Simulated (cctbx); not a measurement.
# Diagnosing a refinement

Cell a = 11.9970 Å, b = 11.0830 Å, c = 6.6610 Å, α = 90.00°, β = 103.68°, γ = 90.00°; space group P2_1/c (no. 14).

The data are simulated with cctbx, not measured: Mo Kα, λ = 0.71073 Å, to d = 0.84 Å, 95 % of the full sphere, strongest reflection 40000 counts, noise from counting, a 2 % proportional error and a noise floor of 15 counts (s.d.); no absorption.

An anisotropic refinement with weights 1/σ² prints:

```text
Rint 0.017, 218 unique reflections to 1.60 A
cycle     R1     wR2    GooF  max shift (A)
   1  0.0127  0.0304   1.750   0.00633
   2  0.0072  0.0160   0.920   0.00000
final R1 0.0072 wR2 0.0160 GooF 0.920  parameters 90  data/parameter 2.4
atom        x        y        z      Ueq    occ   su(xyz)  su(Uiso or U11)
Ge1    0.46213  0.84353  0.74454   0.0148  1.000  0.00012  0.0009
Ge2    0.04961  0.83966  0.32517   0.0168  1.000  0.00013  0.0009
Co1    0.24470  0.15092  0.46069   0.0174  1.000  0.00016  0.0009
S1     0.64429  0.84083  0.82859   0.0192  1.000  0.00032  0.0019
S2     0.86793  0.84186  0.25384   0.0182  1.000  0.00032  0.0019
S3     0.14461  0.51308  0.73810   0.0142  1.000  0.00030  0.0019
S4     0.37403  0.47951  0.19583   0.0151  1.000  0.00033  0.0019
S5     0.10794  0.82015  0.66874   0.0176  1.000  0.00030  0.0020
S6     0.39162  0.78916  0.00324   0.0221  1.000  0.00032  0.0018
Mg1    0.24251  0.98895  0.94298   0.0136  1.000  0.00039  0.0021
difference map: max 0.11 min -0.13 rms 0.04
Q1    0.3818  0.2408  0.9221    4    0.12  1.97 A from S1
Q2    0.0000  0.0000  0.0000    2    0.11  2.06 A from S3
Q3    0.4636  0.6711  0.8094    4    0.11  1.96 A from Ge1
Q4    0.0837  0.5655  0.8704    4    0.11  1.14 A from Ge2
Q5    0.2589  0.6206  0.6905    4    0.11  1.90 A from S3
Q6    0.2013  0.1797  0.1220    4    0.11  1.82 A from S1
```

Q: Accept it or mend it, and why?

Mend it. The fault: data cut at low resolution. Against the right model at the same level, R1 goes from 0.0136 to 0.0072 and GooF from 0.90 to 0.92. The atoms are right, but there are too few data for the parameters: R1 flatters and the s.u.s grow. Data per parameter fall from 16.8 to 2.4.

The compound is MgCoGe2S6. The right model at the same level gives:

```text
Rint 0.027, 1515 unique reflections to 0.84 A
cycle     R1     wR2    GooF  max shift (A)
   1  0.0286  0.0582   1.974   0.00229
   2  0.0136  0.0266   0.901   0.00000
final R1 0.0136 wR2 0.0266 GooF 0.901  parameters 90  data/parameter 16.8
atom        x        y        z      Ueq    occ   su(xyz)  su(Uiso or U11)
Ge1    0.46219  0.84359  0.74465   0.0144  1.000  0.00004  0.0001
Ge2    0.04954  0.83969  0.32505   0.0168  1.000  0.00004  0.0001
Co1    0.24470  0.15088  0.46084   0.0178  1.000  0.00005  0.0002
S1     0.64411  0.84084  0.82904   0.0185  1.000  0.00009  0.0003
S2     0.86810  0.84147  0.25390   0.0174  1.000  0.00009  0.0003
S3     0.14456  0.51339  0.73831   0.0139  1.000  0.00008  0.0003
S4     0.37410  0.47941  0.19571   0.0153  1.000  0.00009  0.0003
S5     0.10797  0.82008  0.66887   0.0168  1.000  0.00009  0.0003
S6     0.39165  0.78909  0.00281   0.0227  1.000  0.00010  0.0003
Mg1    0.24250  0.98944  0.94352   0.0117  1.000  0.00011  0.0004
difference map: max 0.47 min -0.62 rms 0.13
Q1    0.3951  0.1123  0.1245    4    0.49  0.81 A from S1
Q2    0.3750  0.0143  0.4289    4    0.48  1.78 A from S4
Q3    0.2276  0.6920  0.2417    4    0.47  1.41 A from S5
Q4    0.4253  0.7283  0.6920    4    0.45  1.24 A from S6
Q5    0.1073  0.9936  0.2347    4    0.45  0.45 A from S3
Q6    0.2852  0.0046  0.4694    4    0.45  1.64 A from S4
```

The model was made for the exercise: a known structure type with other elements put in, its volume estimated, not relaxed; displacement parameters are assumed.

[Middle refinement cycles are left out of these outputs.]

[Logs are printed without paths, hosts, clocks, repeated set-up lines and the standing remarks that a program may print on its own settings, such as how far it seeks lower states.]
